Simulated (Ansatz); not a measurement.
# Heat carried by phonons in CeO2 (Fm-3m), part 3 of 3

Aim: the lattice thermal conductivity of CeO2 against temperature, and which phonons carry it.

What experiment has found for this phase:
- thermal conductivity 10.8 W/m/K near room temperature (given in “Predicting the lattice thermal conductivity of solids by solving the Boltzmann transport equation: AFLOW - AAPL an automated, accurate and efficient framework”, 2017, arXiv:1611.05481)

Ansatz 0.2.0; DFT r2SCAN, scalar-relativistic, plane waves, PAW.

So far. Step 2 (Probe on a coarse mesh): The start is under 3.3 GPa at this level and looks like an insulator or semiconductor on this mesh. Step 4 (Relaxing to small residual forces and stress): The residual pressure is -0.0060 GPa, small enough for phonons. The relaxed cell has a = 5.437 Å (conventional setting).

## Step 5: Anharmonic force constants and conductivity (continued)

300 K; a sample spread over frequency. Mode lifetimes, by row, the first 40 of 90 rows:

```
    q1      q2       q3  branch  frequency (THz)  rms speed (km/s)  three-phonon rate (1/ps)  isotope rate (1/ps)  lifetime (ps)  mean free path (nm)
     0  0.0526   0.0526       1            0.536              2.76                    0.0164              6.33e-8             61                  169
     0  0.1579   0.1579       2            1.597              2.69                     0.127              1.11e-5            7.9                 21.2
     0  0.0526   0.1053       3            2.126              6.54                    0.0842              3.97e-5           11.9                 77.7
0.1053  0.2105   0.3158       1            2.549              3.23                     0.329              9.62e-5           3.03                 9.81
0.0526  0.1579  -0.1579       2            2.812              2.19                     0.148              1.83e-4           6.73                 14.8
     0  0.3158   0.3158       1            3.033              2.15                     0.272              2.95e-4           3.67                 7.89
0.0526  0.2632   0.3684       2            3.181              2.88                     0.273              4.05e-4           3.66                 10.5
     0  0.2105   0.4211       1            3.308              1.45                     0.222              6.57e-4           4.48                 6.49
0.0526  0.2632  -0.2105       1            3.409              1.01                     0.213              0.00101           4.67                 4.72
     0  0.2105   0.3684       2            3.473              2.94                     0.293              0.00125           3.39                 9.98
0.0526  0.3684   0.4211       2            3.532              2.13                     0.283              0.00133           3.52                 7.48
     0  0.2632  -0.3158       1            3.602              0.58                     0.253              0.00154           3.93                 2.26
     0  0.2632  -0.4211       1            3.676              0.45                     0.264              0.00165           3.76                 1.69
0.1053  0.3684  -0.2632       1            3.736              0.59                     0.287              0.00172           3.47                 2.05
0.1579  0.4211  -0.4211       1            3.824              0.61                     0.297              0.00176           3.35                 2.03
0.0526  0.4737  -0.4737       1            3.877              0.38                     0.297              0.00183           3.34                 1.28
     0  0.4737  -0.4737       2             3.96              0.98                     0.301              5.21e-4           3.31                 3.24
0.0526  0.4737  -0.4211       2            4.198              1.88                     0.336              5.78e-4           2.97                 5.57
0.0526  0.4211  -0.4211       2            4.445              2.33                     0.361              6.40e-4           2.76                 6.45
0.0526  0.3684  -0.4211       2            4.685              2.49                     0.397              6.91e-4           2.51                 6.26
     0  0.4211  -0.4737       3            4.872              2.44                      1.24              1.51e-4          0.806                 1.97
0.0526  0.4211  -0.3684       3             5.08              1.32                      1.06              2.13e-4          0.944                 1.24
0.1053  0.4211  -0.3158       2             5.23               2.5                     0.489              8.07e-4           2.04                 5.11
0.1053  0.3684  -0.3158       2            5.437              1.21                     0.758              6.59e-4           1.32                  1.6
0.0526  0.2105   0.3684       3            5.589              3.04                     0.547              0.00109           1.82                 5.54
0.1579  0.4211  -0.2632       3            5.705              2.46                     0.718              0.00221           1.39                 3.42
0.1053  0.3158  -0.2632       3            5.798              1.53                     0.751              0.00208           1.33                 2.03
0.1053  0.2632  -0.4737       3              5.9              1.09                     0.722              0.00224           1.38                 1.51
0.1053  0.3158  -0.4211       3            5.979              1.68                     0.823              0.00165           1.21                 2.03
0.1579  0.3684  -0.3158       4             6.07              3.13                     0.954              8.30e-4           1.05                 3.27
     0  0.2632   0.3158       3            6.227              3.65                     0.675              9.71e-4           1.48                  5.4
0.0526  0.3158   0.4737       3            6.376               1.8                     0.964              8.89e-4           1.04                 1.86
0.1579  0.4211  -0.3684       5             6.52              2.54                      1.07              8.88e-4           0.93                 2.36
0.1053  0.3158  -0.4211       4             6.64              4.92                      1.18              0.00112          0.848                 4.17
0.0526  0.4211   0.4737       5            6.802              0.81                     0.963               0.0011           1.04                0.843
0.0526  0.3158   0.4737       4            6.924              4.64                      1.42              0.00141          0.702                 3.25
     0  0.3158   0.4211       5            7.093              1.89                      1.08               0.0014          0.922                 1.74
     0  0.2632   0.2632       4            7.264              1.08                      1.43              0.00138          0.697                0.749
0.1053  0.2105   0.4737       4            7.437              4.59                      1.25              0.00152          0.801                 3.68
0.0526  0.1579   0.2632       4            7.603              1.89                      1.02              0.00161          0.977                 1.84
```

Without the LO-TO term. Gamma linewidths, by row:

```
branch  frequency (cm⁻¹)  three-phonon rate (1/ps)  isotope rate (1/ps)  FWHM (cm⁻¹)
     4             267.3                     0.421              0.00204         2.24
     5             267.3                     0.421              0.00204         2.24
     6             267.3                     0.421              0.00204         2.24
     7             435.5                      1.59               0.0123          8.5
     8             435.5                      1.59               0.0123          8.5
     9             435.5                      1.59               0.0123          8.5
```

W/m/K, third of the trace; RTA populations with a boundary rate v/L added to each mode (Matthiessen's rule). Kappa by grain size, by row:

```
T (K)   bulk  10 nm  30 nm  100 nm  300 nm  1000 nm  10000 nm  100000 nm
  100  42.58  6.162   12.2   20.64   28.15    34.76     41.18      42.42
  300  12.12  6.082    8.3    10.1   11.14    11.75     12.08      12.12
  600  6.031  3.913  4.811   5.456   5.783    5.945     6.021       6.03
```

W/m/K, third of the trace; RTA populations with the isotope rates scaled. Kappa by mass disorder, by row:

```
T (K)  no isotopes  as typed  variance x 3  variance x 10  variance x 30
  100        42.86     42.58         42.03          40.35          36.74
  300        12.14     12.12         12.08          11.96          11.63
  600        6.035     6.031         6.022          5.991          5.908
```

At 300 K the relaxation-time value is 12.6 W/(m K).

## Step 6: Outcome

```
highest frequency                          : 581.8 cm⁻¹
Debye temperature from the second moment   : 613 K
κ at 300 K (relaxation time)               : 12.55 W/m/K
mean free path at half of κ                : 7.56 nm
share of κ above the three lowest branches : 0.354
```

The lattice of CeO2 conducts 12.6 W/(m K) at 300 K by r2SCAN (mean over directions, relaxation-time solution). Above 300 K the relaxation-time κ falls as T^-0.93, near the 1/T law of three-phonon scattering. Grains of 100 nm would keep 83 % of the bulk value at 300 K, and grains of 1 µm 97 %. Removing the natural isotope disorder raises κ at 300 K by 0 %. A measured thermal conductivity near room temperature is 10.8 W/m/K (arXiv:1611.05481); the calculated 12.6 W/m/K differs by +16 %. Four-phonon, defect and boundary scattering, which are left out, would lower the calculated value; thermal expansion is left out too. The last run computed the relaxation-time solution alone; it counts normal processes as resistive, so the full solution usually lies higher, most of all in good conductors. The sum rules changed one orbit of cubic constants by up to 26 %; by the manual a large change points to a short cutoff or, on a small and distant orbit, to noisy forces. The conductivities include the coherence part between close branches; the shares for grains, isotopes, branches and paths are of the relaxation-time populations alone. Cubic couplings among atoms farther apart than the pair cutoff are dropped, and neither the cutoff nor the q-mesh was shown to be converged here. The interpolation has no quadrupole term, so branches near the zone centre are less sure, since this crystal has sites that are not centres of inversion. The PAW files were made for PBE and are used here under another functional, for which the program regenerates the frozen cores.

[Logs are printed without paths, hosts, clocks, repeated set-up lines and the standing remarks that a program may print on its own settings, such as how far it seeks lower states.]

[Hosts, paths, dates, database ids (printed as entryN), source tags and the programs' standing remarks are cut or masked in the printed files.]

[A step with changed settings may run another functional than the one named; its input shows which.]
